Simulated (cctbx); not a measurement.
# Lattice, Laue class and space group of a new crystal

Cell: a = 10.0980 Å, b = 10.0980 Å, c = 7.5630 Å, α = 90.00°, β = 90.00°, γ = 90.00°. Expected content of the cell: Pb12 S16.

The data are simulated with cctbx, not measured: Ag Kα, λ = 0.56087 Å, to d = 0.65 Å, 70 % of the full sphere, strongest reflection 5000 counts, noise from counting, a 6 % proportional error and a noise floor of 4 counts (s.d.); no absorption.

A first pass over the reflections prints:

```text
8222 reflections to d = 0.650 A
centring   violations  <I/sigma> of those
    A       2193 of  4136      5.3
    B       2162 of  4115      5.3
    C       2075 of  4131      4.9
    I       1460 of  4122      3.1
    R       2907 of  5469      5.3
    F       3215 of  6191      5.2
Laue class    unique    Rint  (classes that these axes allow; Friedel mates merged)
P -1             5337   0.058
P 1 2/m 1        3029   0.066
P 1 1 2/m        3073   0.064
P 2/m 1 1        3043   0.067
P m m m          1709   0.072
P 4/m            1571   0.072
P 4/m m m         913   0.076
space group    extra absences  I>4sigma  <I/sigma>
P 4 2 2                 0          0         -  acentric
P 4 21 2               24          0       0.2  acentric
P 42 2 2                8          0       0.4  acentric
P 42 21 2              32          0       0.2  acentric
P 4 m m                 0          0         -  acentric
P 4 b m               415          0       0.0  acentric
P 42 m c              282          0       0.1  acentric
P 42 b c              697          0       0.1  acentric
P -4 2 m                0          0         -  acentric
P -4 2 c              282          0       0.1  acentric
P -4 21 m              24          0       0.2  acentric
P -4 21 c             306          0       0.1  acentric
P -4 m 2                0          0         -  acentric
P -4 b 2              415          0       0.0  acentric
P 4/m m m               0          0         -  centric
P 4/m b m             415          0       0.0  centric
P 42/m m c            282          0       0.1  centric
P 42/m b c            697          0       0.1  centric
Wilson B = 0.46 A^2   <|E^2-1|> = 0.994 (0.968 centric, 0.736 acentric)   E^2>4: 5.1 %
shell (A)         n   <I/sigma>
10.10 - 1.30    137     15.0
 1.30 - 1.03    117     15.4
 1.03 - 0.90    116     15.1
 0.90 - 0.82    111     15.2
 0.82 - 0.76    108     15.0
 0.76 - 0.72    111     13.3
 0.72 - 0.68    104     12.6
 0.68 - 0.65    109     13.9
```

Q: Read the symmetry from these tables.

Every centring test has many violations, so the lattice is primitive.

Rint stays low (0.058 to 0.076) up to P 4/m m m, the highest class in these axes.

18 settings pass the absence test. The most absences obeyed, 697, belong to P 42 b c and P 42/m b c, which absences can't tell apart.

⟨|E²−1|⟩ = 0.994 leans to a centrosymmetric structure. The Wilson B of 0.46 Å² means U ≈ 0.0058 Å².

The true group is P4_2/mbc (no. 135), Laue class 4/mmm, centrosymmetric. The tables only narrow the choice to the tied entries; cell content, site symmetry and trial solutions must settle it.

This is a model crystal, built by substitution and not relaxed, with assumed displacement parameters.

[Logs are printed without paths, hosts, clocks, repeated set-up lines and the standing remarks that a program may print on its own settings, such as how far it seeks lower states.]
